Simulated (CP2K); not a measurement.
Consider protonated methanol at its PBE geometry (Å).

```xyz
7

C    -0.6005    0.1727   -0.1833
O     0.8702   -0.2066   -0.0001
H    -0.9796   -0.5550   -0.9044
H    -0.5689    1.1815   -0.6014
H    -1.0931    0.1195    0.7914
H     1.0015   -1.1278    0.3216
H     1.3704    0.4157    0.5761
```

Method: CP2K XAS_TDP, all-electron GAPW, PBEh(45%), aug-cc-pVTZ, TDA, GW2X-corrected core level, no relativity.

Question: Where do the C K-edge lines lie, and how strong are they?

Leading lines: C1 288.98 eV. The leading line of an atom is its first one with 35 % of the strongest within 2.5 eV of its lowest line over the strength cut. Core ionisation energies at this level: C1 300.28 eV.

The first six lines of each atom with a strength over 0.0015:

| atom | energy (eV) | states | strength, one atom | above the computed threshold |
| --- | --- | --- | --- | --- |
| C1 (bonded to O and 3 H) | 288.98 | 1 | 0.0706 |  |
|  | 292.64 | 1 | 0.0040 |  |
|  | 293.74 | 1 | 0.0288 |  |
|  | 293.83 | 1 | 0.0368 |  |
|  | 294.07 | 1 | 0.0097 |  |
|  | 294.29 | 1 | 0.0094 |  |

Lines are vertical, at one geometry, with no vibrational structure. GW2X ionisation energies and lines can be off by 1 to 2 eV either way, and a good line position may hide errors that cancel. These values hold no scalar relativity, about 0.1 eV for C 1s. Rydberg lines, and the discretised continuum above threshold, depend on the basis and the box. The ion (charge +1) is isolated, with no counter-ion or solvent.

[Banner, clock and machine lines of the logs are left out without a mark of their own.]

[Logs are printed without paths, hosts, clocks, repeated set-up lines and the standing remarks that a program may print on its own settings, such as how far it seeks lower states.]

[Hosts, paths, dates, database ids (printed as entryN), source tags and the programs' standing remarks are cut or masked in the printed files.]
